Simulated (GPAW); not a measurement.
# Core-hole calculation of the O K edge in NbFeO4 (I-4m2), part 2 of 5

Aim: the near-edge shape at the O K edge of NbFeO4 (I-4m2), and what the core hole does to it.

GPAW 26.7.0; X-ray absorption from dipole matrix elements to empty bands, plane-wave PAW LDA+U.

So far. Step 2 (Ground state of the crystal): The mesh shows a gap of 1.01 eV, so the hole is first treated in a charged cell, without the excited electron. Step 3 (Spectrum without a core hole, O atom 3): Main maxima below 24 eV (height): 2.2 eV (2.57), 6.2 eV (1.20), 9.0 eV (1.48), 13.2 eV (1.33) and 20.6 eV (0.78). A K edge sees empty p states; the first features are O p mixed into the empty d states of the Fe and Nb neighbours, and the broad ones above probably into the cations' higher empty bands.

## Step 4: Spectrum without a core hole, O atom 5

This cheap baseline ignores the attraction of the hole: it shows the absorber's empty states as they are in the ground state. The data set with a hole of occupation 0 only carries the core orbital.

The absorber has 2 Nb at 2.00 Å and 1 Fe at 2.11 Å (distorted T-shaped, site symmetry 2mm).

Contents of xas.py:

```python
import numpy as np
from ase import Atoms
from ase.parallel import parprint, paropen
from gpaw import GPAW, PW, FermiDirac, Mixer, MixerDif, setup_paths
from gpaw.test import gen
setup_paths.insert(0, '.')
gen('O', name='nch1s', xcname='LDA', corehole=(1, 0, 0), write_xml=True)
from gpaw.mpi import world
world.barrier()

atoms = Atoms('NbFeO4',
    cell=[[-1.95851098, 1.95851098, 5.03653014],
     [1.95851098, -1.95851098, 5.03653014],
     [1.95851098, 1.95851098, -5.03653014]],
    scaled_positions=[[0.25, 0.75, 0.5],
     [0, 0, 0],
     [0.049371, 0.549371, 0.5],
     [0.450629, 0.950629, 0.5],
     [0.20996175, 0.20996175, 0],
     [0.79003825, 0.79003825, 0]],
    magmoms=[0.0, 4.0, 0.0, 0.0, 0.0, 0.0],
    pbc=True)
atoms.calc = calc = GPAW(legacy_gpaw=True, mode=PW(500, force_complex_dtype=True), xc='LDA', setups={'Fe': ':d,5.3', 4: 'nch1s'},
    kpts={'size': (6, 6, 6), 'gamma': True}, occupations=FermiDirac(0.02),
    charge=0, mixer=MixerDif(0.05, 8, 50), maxiter=150,
    convergence={'density': 0.0001, 'eigenstates': 1e-6}, txt='scf.txt')
energy = atoms.get_potential_energy() + calc.get_reference_energy()
ef = calc.get_fermi_level()
out = dict(energy=energy, fermi=ef, forces=atoms.get_forces().tolist(), magmoms=atoms.get_magnetic_moments().tolist())
parprint(f'all-electron energy {energy:.4f} eV, Fermi level {ef:.4f} eV')
ev = np.array([[calc.get_eigenvalues(k, s) for k in range(len(calc.get_ibz_k_points()))] for s in range(calc.get_number_of_spins())])
out['homo'], out['lumo'], out['counts'] = ev[ev < ef].max(), ev[ev > ef].min(), sorted(set((ev < ef).sum((0, 2)).tolist()))
out['filled'] = (ev[:, 0] < ef).sum(1).tolist()

from ase.units import Ha
from gpaw.xas import dipole_matrix_elements
nb = int(calc.get_number_of_electrons() / 2) + 59
top, nb = nb, nb + 8 + nb // 12
nscf = calc.fixed_density(kpts={'size': (5, 5, 5), 'gamma': True}, nbands=nb,
    convergence={'bands': top, 'eigenstates': 5e-3}, maxiter=60, txt='nscf.txt')
cell = atoms.cell.array
ops = [cell.T @ U.T @ np.linalg.inv(cell.T) for U in nscf.wfs.kd.symmetry.op_scc]
filled = [25, 20]  # bands filled in the ground state, by spin
E = np.arange(-25, 34, 0.1)
fwhm = np.interp(E, [4, 25], [0.9, 3.5])
Y, X, zero, highest = 0, 0, 1e9, 1e9
for spin in range(nscf.get_number_of_spins()):
    wfs = nscf.wfs
    mine = wfs.bd.get_slice()  # this rank's bands
    A = dipole_matrix_elements(wfs.setups[4])
    eps = np.zeros((wfs.kd.nibzkpts, nb))
    d = np.zeros((3, A.shape[1], wfs.kd.nibzkpts, nb), complex)
    for kpt in wfs.kpt_u:
        if kpt.s == spin and 4 in kpt.P_ani:
            eps[kpt.k, mine] = kpt.eps_n * Ha
            d[:, :, kpt.k, mine] = (kpt.weight * wfs.nspins / 2) ** 0.5 * np.inner(A, kpt.P_ani[4])
    world.sum(eps)
    world.sum(d)
    T = np.einsum('amkn,bmkn->abkn', d, d.conj()).real
    T = sum(np.einsum('ai,ijkn,bj->abkn', R, T, R) for R in ops) / len(ops)
    empty = np.ones_like(eps, bool) & (np.arange(nb) >= filled[spin])
    zero, highest = min(zero, eps[empty].min()), min(highest, eps[:, top - 1].min())
    lines = [(eps, T, empty)] if spin == 0 else lines + [(eps, T, empty)]
for eps, T, empty in lines:
    f = np.einsum('aakn->akn', T).reshape(3, -1)
    x = eps.ravel() - zero
    w = np.interp(x, E, fwhm) / 2.35482
    g = np.exp(-0.5 * ((E[:, None] - x) / w) ** 2) / (w * (2 * np.pi) ** 0.5)
    Y = Y + (f * empty.ravel()) @ g.T
    X = X + (f * ~empty.ravel()) @ g.T
out.update(E=E.round(2).tolist(), xas=Y.tolist(), xes=X.tolist(), zero=zero, valid=highest - zero, nk=len(eps), nb=nb)
for i in range(0, len(E), 10):
    parprint(f'{E[i]:7.2f}', *(f'{v:10.3e}' for v in Y[:, i]))
import json
with paropen('out.json', 'w') as f:
    json.dump(out, f)
```

Command:

```bash
> OMP_NUM_THREADS=1 mpirun -n 4 gpaw python xas.py
```

Numbers of over 12 decimals in the logs are rounded to 6 here.

Output:

```text
Input parameters:
  convergence: {density: 0.0001,
                eigenstates: 1e-06}
  kpts: {gamma: True,
         size: (6, 6, 6)}
  maxiter: 150
  mixer: {backend: pulay,
          beta: 0.05,
          method: difference,
          nmaxold: 8,
          weight: 50}
  mode: {ecut: 500.0,
         force_complex_dtype: True,
         name: pw}
  occupations: {fixmagmom: False,
                name: fermi-dirac,
[...]
2s:      -0.872866    -0.873954
2p:      -0.337925    -0.341740
*d:                    0.050276
*f:                    0.077289
-------------------------------
all-electron energy -146519.6464 eV, Fermi level 4.4550 eV
 -25.00 5.922e-253 2.065e-252 5.159e-252
 -24.00 3.550e-243 1.203e-242 3.012e-242
 -23.00 1.357e-233 4.469e-233 1.120e-232
 -22.00 3.312e-224 1.059e-223 2.654e-223
[...]
32.00  1.340e-04  1.634e-04  1.321e-04
  33.00  1.378e-04  1.787e-04  1.130e-04
[key lines of the parts left out:]
Converged after 19 iterations.
Dipole moment: (7.702634, -7.702634, -0.000000) |e|*Ang
Free energy:    -54.544657
Fermi level: 4.45496
```

Run time: 60 s. Hardware: 4 MPI ranks of Intel Xeon 6975P-C (Granite Rapids), shared host; peak memory 0.48 GiB.

The O K spectrum, O atom 5, no core hole (energy from the lowest empty level; intensity scaled to a mean of 1 over the first 20 eV; polarised curves are means over the symmetry-equivalent atoms):

```tsv
E (eV)	isotropic	ε ⊥ c	ε ∥ c
-2.00	0.00	0.00	0.00
-1.25	0.00	0.00	0.00
-0.50	0.00	0.00	0.00
0.25	0.06	0.09	0.01
1.00	0.57	0.73	0.25
1.75	1.57	1.46	1.79
2.50	2.61	2.56	2.71
3.25	0.91	1.16	0.41
4.00	0.17	0.18	0.15
4.75	0.40	0.24	0.71
5.50	1.30	1.21	1.46
6.25	2.06	2.15	1.87
7.00	1.27	1.46	0.87
7.75	0.85	0.96	0.64
8.50	1.10	1.10	1.08
9.25	1.21	1.10	1.44
10.00	1.05	0.83	1.49
10.75	0.95	0.73	1.38
11.50	0.95	0.79	1.27
12.25	1.09	1.00	1.27
13.00	1.37	1.40	1.30
13.75	1.49	1.64	1.20
14.50	1.28	1.44	0.95
15.25	0.93	1.03	0.72
16.00	0.65	0.70	0.57
16.75	0.51	0.52	0.49
17.50	0.49	0.49	0.49
18.25	0.54	0.55	0.53
19.00	0.64	0.66	0.58
19.75	0.73	0.78	0.64
20.50	0.81	0.85	0.72
21.25	0.83	0.84	0.81
22.00	0.80	0.77	0.86
22.75	0.73	0.67	0.85
23.50	0.66	0.58	0.80
24.25	0.59	0.52	0.75
25.00	0.56	0.49	0.71
25.75	0.55	0.48	0.69
26.50	0.56	0.48	0.72
27.25	0.59	0.50	0.78
28.00	0.63	0.52	0.85
28.75	0.68	0.57	0.90
29.50	0.73	0.63	0.93
30.25	0.78	0.71	0.92
31.00	0.81	0.78	0.87
31.75	0.83	0.84	0.80
```

Main maxima below 24 eV (height): 2.4 eV (2.67), 6.2 eV (2.07), 9.1 eV (1.22), 13.7 eV (1.49) and 21.2 eV (0.83). 

The same matrix elements for filled bands give the O K emission of O atom 5 (ground-state approximation; energy from the lowest empty level, largest value 1):

```tsv
E (eV)	emission
-24.00	0.00
-23.25	0.00
-22.50	0.00
-21.75	0.00
-21.00	0.00
-20.25	0.00
-19.50	0.00
-18.75	0.00
-18.00	0.00
-17.25	0.00
-16.50	0.00
-15.75	0.00
-15.00	0.00
-14.25	0.00
-13.50	0.00
-12.75	0.00
-12.00	0.00
-11.25	0.00
-10.50	0.00
-9.75	0.01
-9.00	0.05
-8.25	0.02
-7.50	0.08
-6.75	0.54
-6.00	0.72
-5.25	0.67
-4.50	0.85
-3.75	0.92
-3.00	0.90
-2.25	0.85
-1.50	0.25
-0.75	0.02
0.00	0.00
0.75	0.00
1.50	0.00
2.25	0.00
3.00	0.00
```

Emission maxima: -4.0 eV (0.98) and -2.6 eV (1.00).

## Step 5: Reference energy of the supercell

The photon energy needs a difference of total energies, so the cell and mesh of the coming hole run are first run without a hole.

Contents of scf.py:

```python
import numpy as np
from ase import Atoms
from ase.parallel import parprint, paropen
from gpaw import GPAW, PW, FermiDirac, Mixer, MixerDif, setup_paths
from gpaw.test import gen
setup_paths.insert(0, '.')
gen('O', name='nch1s', xcname='LDA', corehole=(1, 0, 0), write_xml=True)
from gpaw.mpi import world
world.barrier()

atoms = Atoms('Nb2Fe2O8',
    cell=[[3.91702196, -3.91702196, 0],
     [3.91702196, 3.91702196, 0],
     [-1.95851098, 1.95851098, 5.03653014]],
    scaled_positions=[[0.5, 0.25, 0.5],
     [0, 0.75, 0.5],
     [0, 0, 0],
     [0.5, 0.5, 0],
     [0.299371, 0.25, 0.098742],
     [0.799371, 0.75, 0.098742],
     [0.700629, 0.25, 0.901258],
     [0.200629, 0.75, 0.901258],
     [0.20996175, 0, 0.4199235],
     [0.70996175, 0.5, 0.4199235],
     [0.79003825, 0, 0.5800765],
     [0.29003825, 0.5, 0.5800765]],
    magmoms=[0.0, 0.0, 4.0, 4.0, 0.0, 0.0, 0.0, 0.0, 0.0, 0.0, 0.0, 0.0],
    pbc=True)
atoms.calc = calc = GPAW(legacy_gpaw=True, mode=PW(500, force_complex_dtype=True), xc='LDA', setups={'Fe': ':d,5.3', 4: 'nch1s'},
    kpts={'size': (3, 2, 3), 'gamma': True}, occupations=FermiDirac(0.02),
    charge=0, mixer=MixerDif(0.05, 8, 50), maxiter=150,
    convergence={'density': 0.0001, 'eigenstates': 1e-6}, txt='scf.txt')
energy = atoms.get_potential_energy() + calc.get_reference_energy()
ef = calc.get_fermi_level()
out = dict(energy=energy, fermi=ef, forces=atoms.get_forces().tolist(), magmoms=atoms.get_magnetic_moments().tolist())
parprint(f'all-electron energy {energy:.4f} eV, Fermi level {ef:.4f} eV')
ev = np.array([[calc.get_eigenvalues(k, s) for k in range(len(calc.get_ibz_k_points()))] for s in range(calc.get_number_of_spins())])
out['homo'], out['lumo'], out['counts'] = ev[ev < ef].max(), ev[ev > ef].min(), sorted(set((ev < ef).sum((0, 2)).tolist()))
out['filled'] = (ev[:, 0] < ef).sum(1).tolist()
import json
with paropen('out.json', 'w') as f:
    json.dump(out, f)
```

Command:

```bash
> OMP_NUM_THREADS=1 mpirun -n 4 gpaw python scf.py
```

Output:

```text
Input parameters:
  convergence: {density: 0.0001,
                eigenstates: 1e-06}
  kpts: {gamma: True,
         size: (3, 2, 3)}
  maxiter: 150
  mixer: {backend: pulay,
          beta: 0.05,
          method: difference,
          nmaxold: 8,
          weight: 50}
  mode: {ecut: 500.0,
         force_complex_dtype: True,
         name: pw}
  occupations: {fixmagmom: False,
                name: fermi-dirac,
[...]
2s(2) :    -0.872866     1.079797
*s    :     0.127134
2p(4) :    -0.337925     0.876472
*p    :     0.662075
*d    :     0.000000
--------------------------------

Diagonalizing with gridspacing h=0.050

state   all-electron     PAW
-------------------------------
2s:      -0.872866    -0.873954
2p:      -0.337925    -0.341740
*d:                    0.050276
*f:                    0.077289
-------------------------------
all-electron energy -293039.2697 eV, Fermi level 4.4742 eV
[key lines of the parts left out:]
Converged after 40 iterations.
Dipole moment: (0.000003, 0.000025, 0.000024) |e|*Ang
Free energy:   -109.066313
Fermi level: 4.47424
```

The job ended after 48 s (4 MPI ranks; peak memory 0.29 GiB; 3.2 min of CPU time).

Reference energy: -293039.270 eV with the cores included.

[end of part 2 of 5]

[Banner, clock and machine lines of the logs are left out without a mark of their own.]

[Logs are printed without paths, hosts, clocks, repeated set-up lines and the standing remarks that a program may print on its own settings, such as how far it seeks lower states.]

[Hosts, paths, dates, database ids (printed as entryN), source tags and the programs' standing remarks are cut or masked in the printed files.]

[Lists of maxima count a maximum above −3 eV only where it reaches 4 % of the highest in the window and stands out from its surroundings by 2 % of it (1.5 % where it reaches 55 %); shoulders and weaker maxima are passed over, and of the rest the first, up to two pre-edge ones and the few strongest are named.]
